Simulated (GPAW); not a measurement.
# Ballistic transport through an Al chain with two Li atoms in line, from relaxation to T(E)

How well does an Al chain with two Li atoms in line conduct once its atoms have relaxed, and how much do cheaper levels lose?

Calculated with GPAW 26.7.0; GPAW LCAO, PAW setups; relaxation of the junction within the symmetry of its start, lead ends held, in the first sound run; inputs show where later runs differ.

Most raw output is cut from this account.

## 1. The starting structure

The cell holds 16 atoms: 14 Al and 2 Li. Its edges and angles: a = 9.000 Å, b = 9.000 Å, c = 39.387 Å, α = 90.0°, β = 90.0°, γ = 90.0°. Regions: left lead, 7 atoms (7 Al); channel, 2 atoms (2 Li); right lead, 7 atoms (7 Al). Vacuum lies along a and b. The structure is stacked along c, and the current runs across the ab planes.

## 2. Relaxing the atoms

Transmission follows bond lengths closely, so the atoms between the held lead ends are relaxed first, within whatever symmetry the start has.

run.py

```python
import json
from ase import Atoms
from ase.constraints import FixAtoms
from ase.optimize import BFGS
from gpaw import GPAW, FermiDirac

device = Atoms(
    ['Al', 'Al', 'Al', 'Al', 'Al', 'Al', 'Al', 'Li', 'Li', 'Al', 'Al', 'Al', 'Al', 'Al', 'Al', 'Al'],
    positions=[
        [4.50000, 4.50000, 1.20000],
        [4.50000, 4.50000, 3.60000],
        [4.50000, 4.50000, 6.00000],
        [4.50000, 4.50000, 8.40000],
        [4.50000, 4.50000, 10.80000],
        [4.50000, 4.50000, 13.20000],
        [4.50000, 4.50000, 15.60000],
        [4.50000, 4.50000, 18.21830],
        [4.50000, 4.50000, 21.16830],
        [4.50000, 4.50000, 23.78660],
        [4.50000, 4.50000, 26.18660],
        [4.50000, 4.50000, 28.58660],
        [4.50000, 4.50000, 30.98660],
        [4.50000, 4.50000, 33.38660],
        [4.50000, 4.50000, 35.78660],
        [4.50000, 4.50000, 38.18660]],
    cell=[[9.0, 0.0, 0.0], [0.0, 9.0, 0.0], [0.0, 0.0, 39.3866]],
    pbc=True)

device.set_constraint(FixAtoms([0, 1, 2, 3, 4, 5, 10, 11, 12, 13, 14, 15]))
device.calc = GPAW(mode='lcao', basis='dzp', xc='PBE', h=0.18,
                   kpts={'size': (1, 1, 2), 'gamma': True},
                   symmetry={'tolerance': 1e-3, 'extra_ids': [1, 1, 1, 1, 1, 1, 0, 0, 0, 0, 1, 1, 1, 1, 1, 1]},
                   occupations=FermiDirac(0.1), maxiter=250,
                   mixer=dict(beta=0.1, nmaxold=8, weight=100.0),
                   convergence=dict(density=0.0001), txt='relax.txt')
path = []
opt = BFGS(device, maxstep=0.15)
opt.attach(lambda: path.append((device.get_potential_energy(), device.positions.tolist(), device.get_forces().tolist())))
relaxed = bool(opt.run(fmax=0.05, steps=50))
json.dump(dict(relaxed=relaxed, path=path, positions=device.positions.tolist(), moments=device.get_magnetic_moments().tolist(),
               forces=device.get_forces(apply_constraint=False).tolist()), open('result.json', 'w'))
```

Command:

```sh
> OMP_NUM_THREADS=1 OPENBLAS_NUM_THREADS=1 python run.py
```

Run time: 12 min. Hardware: 1 thread of Arm Neoverse N1, shared host; peak memory 1.7 GiB.

Relaxation path:

```
step  energy less that of the first step (eV)  largest force (eV/Å)
   1                                   0.0000                0.6716
   2                                  -0.0115                0.5524
   3                                  -0.0390                0.2156
   4                                  -0.0405                0.2127
   5                                  -0.0463                0.1600
   6                                  -0.0499                0.1105
   7                                  -0.0511                0.0521
   8                                  -0.0514                0.0052
```

The atoms that moved most (Å):

```
atom     dx     dy      dz  length
Al10  0.000  0.000  -0.076   0.076
 Al7  0.000  0.000   0.076   0.076
 Li9  0.000  0.000  -0.066   0.066
 Li8  0.000  0.000   0.066   0.066
```

The relaxation lowered the energy of the cell by 0.0514 eV (energies extrapolated to zero smearing; the optimiser's log prints free energies). The largest force left on a free atom is 0.0052 eV/Å.

## 3. GPAW, dzp

Localised orbitals split the wire into layers that couple to their neighbours alone, which is what the Green's function method needs; double zeta with polarisation is the usual level for numbers.

This step: GPAW LCAO, PAW setups; Landauer transmission from Green's functions with principal layers (ASE), zero bias (GPAW 26.7.0).

run.py

```python
import json
import numpy as np
from ase import Atoms
from ase.transport.calculators import TransportCalculator
from gpaw import GPAW, FermiDirac
from gpaw.lcao.tools import get_lcao_hamiltonian
from scipy.linalg import eigh

# The junction with lead layers at both ends, along the third cell vector
device = Atoms(
    ['Al', 'Al', 'Al', 'Al', 'Al', 'Al', 'Al', 'Li', 'Li', 'Al', 'Al', 'Al', 'Al', 'Al', 'Al', 'Al'],
    positions=[
        [4.50000, 4.50000, 1.20000],
        [4.50000, 4.50000, 3.60000],
        [4.50000, 4.50000, 6.00000],
        [4.50000, 4.50000, 8.40000],
        [4.50000, 4.50000, 10.80000],
        [4.50000, 4.50000, 13.20000],
        [4.50000, 4.50000, 15.67622],
        [4.50000, 4.50000, 18.28422],
        [4.50000, 4.50000, 21.10238],
        [4.50000, 4.50000, 23.71038],
        [4.50000, 4.50000, 26.18660],
        [4.50000, 4.50000, 28.58660],
        [4.50000, 4.50000, 30.98660],
        [4.50000, 4.50000, 33.38660],
        [4.50000, 4.50000, 35.78660],
        [4.50000, 4.50000, 38.18660]],
    cell=[[9.0, 0.0, 0.0], [0.0, 9.0, 0.0], [0.0, 0.0, 39.3866]],
    pbc=True)

# One principal layer of the lead: the first 4 atoms of the device
lead = Atoms(
    ['Al', 'Al', 'Al', 'Al'],
    positions=[
        [4.50000, 4.50000, 1.20000],
        [4.50000, 4.50000, 3.60000],
        [4.50000, 4.50000, 6.00000],
        [4.50000, 4.50000, 8.40000]],
    cell=[[9.0, 0.0, 0.0], [0.0, 9.0, 0.0], [0.0, 0.0, 9.6]],
    pbc=True)

settings = dict(mode='lcao', basis='dzp', xc='PBE', h=0.2,
                occupations=FermiDirac(0.1), maxiter=250,
                mixer=dict(beta=0.1, nmaxold=8, weight=100.0),
                convergence=dict(density=0.0001))
energies = np.arange(-2, 2 + 1e-9, 0.025)
eta = 0.0001
n1, n2 = 1, 1
# k and -k transmit alike, so half of the mesh across the current serves
mesh = [(i, j) for i in range(n1) for j in range(n2) if (i, j) <= (-i % n1, -j % n2)]
weights = np.array([1 if (i, j) == (-i % n1, -j % n2) else 2 for i, j in mesh]) / (n1 * n2)

# [... helper functions left out ...]
fermi_lead = ground_state(lead, (1, 1, 12), 'lead.txt')
fermi_device = ground_state(device, (1, 1, 2), 'device.txt')
# [... loop over the mesh left out, but for ...]
        # Shift the lead onto the potential of the device's first layer
        shift = ((H[:, 0, 0] - H0[:, 0, 0]) / S0[0, 0]).real.mean()
# [...]
kT = 8.617333e-5 * 300
bias = [0.1, 0.2, 0.5, 1.0, 1.5, 2.0]
# [... integrals and printing left out ...]
```

It took 1.9 min on 1 thread; peak memory 1.2 GiB.

This step gave:

- conductance: 0.001066 G₀
- thermopower: -20.24 μV/K
- largest coupling past the next principal layer: 1.42e-15 eV
- largest misfit of the first principal layer: 0.01370 eV
- shift that aligns the lead: 0.004815 eV
- basis functions of the junction: 192
- basis functions of a principal layer: 52
- transmission at the Fermi level (one spin): 0.001087
- open channels of the lead at the Fermi level (one spin): 2

One spin. The transmission, zone mean by energy, zero at the Fermi level:

```
energy (eV)  transmission, zone mean
     -2.000                   4.1e-4
     -1.900                   6.0e-4
     -1.800                   9.0e-4
     -1.700                  0.00135
     -1.600                  0.00204
     -1.500                  0.00303
     -1.400                  0.00412
     -1.300                  0.00107
     -1.200                   1.5e-7
     -1.100                   1.1e-7
     -1.000                  2.8e-10
     -0.900                  2.5e-11
     -0.800                  6.3e-12
     -0.700                  2.8e-12
     -0.600                  1.9e-12
     -0.500                  1.5e-12
     -0.400                  1.1e-11
     -0.300                   8.6e-5
     -0.200                   3.2e-4
     -0.100                   7.1e-4
      0.000                  0.00109
      0.100                  0.00129
      0.200                  0.00134
      0.300                  0.00135
      0.400                  0.00140
      0.500                  0.00150
      0.600                  0.00166
      0.700                  0.00186
      0.800                  0.00210
      0.900                  0.00237
      1.000                  0.00641
      1.100                   0.0116
      1.200                   0.0167
      1.300                   0.0219
      1.400                   0.0274
      1.500                   0.0332
      1.600                   0.0394
      1.700                   0.0462
      1.800                   0.0535
      1.900                   0.0614
      2.000                   0.0701
```

Crossings of the lead's bands, unfolded to its shortest repeat. The open channels, zone mean by energy, zero at the Fermi level:

energy (eV), open channels, zone mean and a bar:
```
   -2.000       1.00 ##########
   -1.800       1.00 ##########
   -1.600       1.00 ##########
   -1.400       1.00 ##########
   -1.200       0.00 
   -1.000       0.00 
   -0.800       0.00 
   -0.600       0.00 
   -0.400       0.00 
   -0.200       2.00 ####################
    0.000       2.00 ####################
    0.200       2.00 ####################
    0.400       2.00 ####################
    0.600       2.00 ####################
    0.800       2.00 ####################
    1.000       3.00 ##############################
    1.200       3.00 ##############################
    1.400       3.00 ##############################
    1.600       3.00 ##############################
    1.800       3.00 ##############################
    2.000       3.00 ##############################
```

Not self-consistent under bias; the bias window is split evenly. The current through one cell, from the zero-bias transmission by bias:

```
bias (V)  current through one cell, from the zero-bias transmission (nA)
   0.100                                                            8.20
   0.200                                                            16.1
   0.500                                                            36.5
   1.000                                                            64.5
   1.500                                                            97.8
   2.000                                                             157
```

Table of transmission of the three most open eigenchannels by energy, zero at the Fermi level:

```
energy (eV)  channel 1  channel 2  channel 3
     -2.000     4.1e-4    1.3e-12          0
     -1.900     6.0e-4    1.2e-12          0
     -1.800     9.0e-4    1.1e-12          0
     -1.700    0.00135    1.1e-12          0
     -1.600    0.00204    1.0e-12          0
     -1.500    0.00303          0          0
     -1.400    0.00412          0          0
     -1.300    0.00107          0          0
     -1.200     1.5e-7          0          0
     -1.100     1.1e-7          0          0
     -1.000    2.8e-10          0          0
     -0.900    2.4e-11          0          0
     -0.800    5.5e-12          0          0
     -0.700    2.0e-12          0          0
     -0.600    1.0e-12          0          0
     -0.500          0          0          0
     -0.400    4.5e-12    4.5e-12          0
     -0.300     4.3e-5     4.3e-5    1.1e-12
     -0.200     1.6e-4     1.6e-4    1.8e-12
     -0.100     3.5e-4     3.5e-4    5.0e-12
      0.000     5.4e-4     5.4e-4    8.5e-11
      0.100     6.5e-4     6.5e-4    2.3e-11
      0.200     6.7e-4     6.7e-4    4.7e-12
      0.300     6.8e-4     6.8e-4    2.7e-12
      0.400     7.0e-4     7.0e-4    2.3e-12
      0.500     7.5e-4     7.5e-4    2.7e-12
      0.600     8.3e-4     8.3e-4    4.1e-12
      0.700     9.3e-4     9.3e-4    9.0e-12
      0.800    0.00105    0.00105    3.4e-11
      0.900    0.00119    0.00119    8.4e-10
      1.000    0.00375    0.00133    0.00133
      1.100    0.00865    0.00148    0.00148
      1.200     0.0134    0.00164    0.00164
      1.300     0.0183    0.00183    0.00183
      1.400     0.0233    0.00203    0.00203
      1.500     0.0287    0.00226    0.00226
      1.600     0.0344    0.00250    0.00250
      1.700     0.0406    0.00277    0.00277
      1.800     0.0474    0.00306    0.00306
      1.900     0.0547    0.00338    0.00338
      2.000     0.0626    0.00371    0.00371
```

Couplings past the next layer reach 1.4e-15 eV, small enough to drop; the matrix elements of the cell's first layer differ from the bulk lead's by up to 0.014 eV. That layer keeps its own values in the calculation, and only beyond it is the lead taken as perfect. The Fermi levels of lead and junction count from different zeros of potential, one for each periodic cell; with both set to zero, the small remaining shift is what aligns them. By hand: G = 0.001066 × 77.48 μS = 0.0826 μS, a resistance of 12111 kΩ; at 0.1 V a linear junction would pass 0.00826 μA, and the integral over the bias window gives 0.00820 μA. Mott's formula, S = -(π²/3)(k_B²T/e) d ln T/dE, has the prefactor 7.33 μV/K·eV at 300 K; T = 0.001004 at -0.025 eV and 0.001157 at 0.025 eV give a slope of 2.84 per eV and S = -20.8 μV/K, beside -20.2 μV/K from the thermal integral, which interpolates the same grid.

## 4. GPAW, szp: basis = "szp(dzp)"

The second zeta is dropped, the polarisation orbitals stay.

Changes to run.py since step 3:

```diff
@@ -42,3 +42,3 @@
 
-settings = dict(mode='lcao', basis='dzp', xc='PBE', h=0.2,
+settings = dict(mode='lcao', basis='szp(dzp)', xc='PBE', h=0.2,
                 occupations=FermiDirac(0.1), maxiter=250,
```

Run time: 95 s. Hardware: 1 thread; peak memory 1.2 GiB.

Numbers from this step:

```
conductance                                    : 0.001183 G₀
thermopower                                    : -17.20 μV/K
largest coupling past the next principal layer : 1.49e-15 eV
largest misfit of the first principal layer    : 0.02173 eV
shift that aligns the lead                     : 0.008430 eV
basis functions of the junction                : 134
basis functions of a principal layer           : 36
transmission at the Fermi level (one spin)     : 0.001207
```

One spin. The transmission, zone mean by energy, zero at the Fermi level:

energy (eV), transmission, zone mean and a bar:
```
   -2.000     0.0003 
   -1.800     0.0006 
   -1.600     0.0012 #
   -1.400     0.0007 
   -1.200     0.0000 
   -1.000     0.0000 
   -0.800     0.0000 
   -0.600     0.0000 
   -0.400     0.0000 
   -0.200     0.0004 
    0.000     0.0012 #
    0.200     0.0014 #
    0.400     0.0014 #
    0.600     0.0015 #
    0.800     0.0036 ##
    1.000     0.0121 ######
    1.200     0.0200 #########
    1.400     0.0288 #############
    1.600     0.0389 ##################
    1.800     0.0511 #######################
    2.000     0.0655 ##############################
```

Crossings of the lead's bands, unfolded to its shortest repeat. Open channels, zone mean against energy, zero at the Fermi level:

energy (eV), open channels, zone mean and a bar:
```
   -2.000       1.00 ##########
   -1.800       1.00 ##########
   -1.600       1.00 ##########
   -1.400       1.00 ##########
   -1.200       0.00 
   -1.000       0.00 
   -0.800       0.00 
   -0.600       0.00 
   -0.400       0.00 
   -0.200       2.00 ####################
    0.000       2.00 ####################
    0.200       2.00 ####################
    0.400       2.00 ####################
    0.600       2.00 ####################
    0.800       3.00 ##############################
    1.000       3.00 ##############################
    1.200       3.00 ##############################
    1.400       3.00 ##############################
    1.600       3.00 ##############################
    1.800       3.00 ##############################
    2.000       3.00 ##############################
```

Not self-consistent under bias; the bias window is split evenly. Table of current through one cell, from the zero-bias transmission by bias:

```
bias (V)  current through one cell, from the zero-bias transmission (nA)
   0.100                                                            9.10
   0.200                                                            17.8
   0.500                                                            39.7
   1.000                                                            67.3
   1.500                                                            99.6
   2.000                                                             234
```

Table of transmission of the three most open eigenchannels by energy, zero at the Fermi level:

```
energy (eV)  channel 1  channel 2  channel 3
     -2.000     3.2e-4          0          0
     -1.900     4.5e-4          0          0
     -1.800     6.4e-4          0          0
     -1.700     9.0e-4          0          0
     -1.600    0.00124          0          0
     -1.500    0.00155          0          0
     -1.400     7.3e-4          0          0
     -1.300     5.0e-9          0          0
     -1.200     6.9e-7          0          0
     -1.100     1.1e-9          0          0
     -1.000    3.9e-11          0          0
     -0.900    6.1e-12          0          0
     -0.800    1.9e-12          0          0
     -0.700          0          0          0
     -0.600          0          0          0
     -0.500          0          0          0
     -0.400          0          0          0
     -0.300     4.4e-5     4.4e-5          0
     -0.200     1.9e-4     1.9e-4          0
     -0.100     4.1e-4     4.1e-4    3.0e-12
      0.000     6.0e-4     6.0e-4    5.2e-11
      0.100     6.9e-4     6.9e-4    1.9e-11
      0.200     6.9e-4     6.9e-4    4.4e-12
      0.300     6.8e-4     6.8e-4    3.0e-12
      0.400     6.8e-4     6.8e-4    3.4e-12
      0.500     7.1e-4     7.1e-4    6.0e-12
      0.600     7.7e-4     7.7e-4    1.8e-11
      0.700     8.6e-4     8.6e-4    1.5e-10
      0.800    0.00168     9.6e-4     9.6e-4
      0.900    0.00588    0.00107    0.00107
      1.000    0.00971    0.00118    0.00118
      1.100     0.0134    0.00129    0.00129
      1.200     0.0172    0.00142    0.00142
      1.300     0.0211    0.00156    0.00156
      1.400     0.0253    0.00171    0.00171
      1.500     0.0299    0.00188    0.00188
      1.600     0.0348    0.00207    0.00207
      1.700     0.0402    0.00226    0.00226
      1.800     0.0461    0.00247    0.00247
      1.900     0.0526    0.00268    0.00268
      2.000     0.0597    0.00291    0.00291
```

The conductance, 0.00118 G₀, lies 11 % above that of the dzp run.

## 5. GPAW, sz: basis = "sz(dzp)"

One function for each valence shell of the setup, as for a first survey of a large system.

Changes to run.py since step 4:

```diff
@@ -42,3 +42,3 @@
 
-settings = dict(mode='lcao', basis='szp(dzp)', xc='PBE', h=0.2,
+settings = dict(mode='lcao', basis='sz(dzp)', xc='PBE', h=0.2,
                 occupations=FermiDirac(0.1), maxiter=250,
```

Run time: 57 s. Hardware: 1 thread; peak memory 1.1 GiB.

This step gave:

| Item | Value |
| --- | --- |
| conductance | 1.01e-5 G₀ |
| thermopower | -7.915 μV/K |
| largest coupling past the next principal layer | 9.58e-16 eV |
| largest misfit of the first principal layer | 0.02668 eV |
| shift that aligns the lead | 0.01109 eV |
| basis functions of the junction | 58 |
| basis functions of a principal layer | 16 |
| transmission at the Fermi level (one spin) | 1.03e-5 |

The conductance, 1.0e-5 G₀, lies a factor of 106 below that of the dzp run.

## 6. LDA in the dzp basis: xc = "LDA"

Back in the dzp basis, the functional changes from PBE to LDA, to set the spread between functionals beside that between bases.

Changes to run.py since step 5:

```diff
@@ -42,3 +42,3 @@
 
-settings = dict(mode='lcao', basis='sz(dzp)', xc='PBE', h=0.2,
+settings = dict(mode='lcao', basis='dzp', xc='LDA', h=0.2,
                 occupations=FermiDirac(0.1), maxiter=250,
```

Wall time 98 s (1 thread); peak memory 1.2 GiB.

Numbers from this step:

- conductance: 0.001237 G₀
- thermopower: -20.37 μV/K
- largest coupling past the next principal layer: 1.29e-15 eV
- largest misfit of the first principal layer: 0.01470 eV
- shift that aligns the lead: 0.005967 eV
- basis functions of the junction: 192
- basis functions of a principal layer: 52
- transmission at the Fermi level (one spin): 0.001261

The conductance, 0.00124 G₀, lies 16 % above that of the dzp run.

(Part 1 of 2 ends here.)

[Logs are printed without paths, hosts, clocks, repeated set-up lines and the standing remarks that a program may print on its own settings, such as how far it seeks lower states.]

[Hosts, paths, dates, database ids (printed as entryN), source tags and the programs' standing remarks are cut or masked in the printed files.]
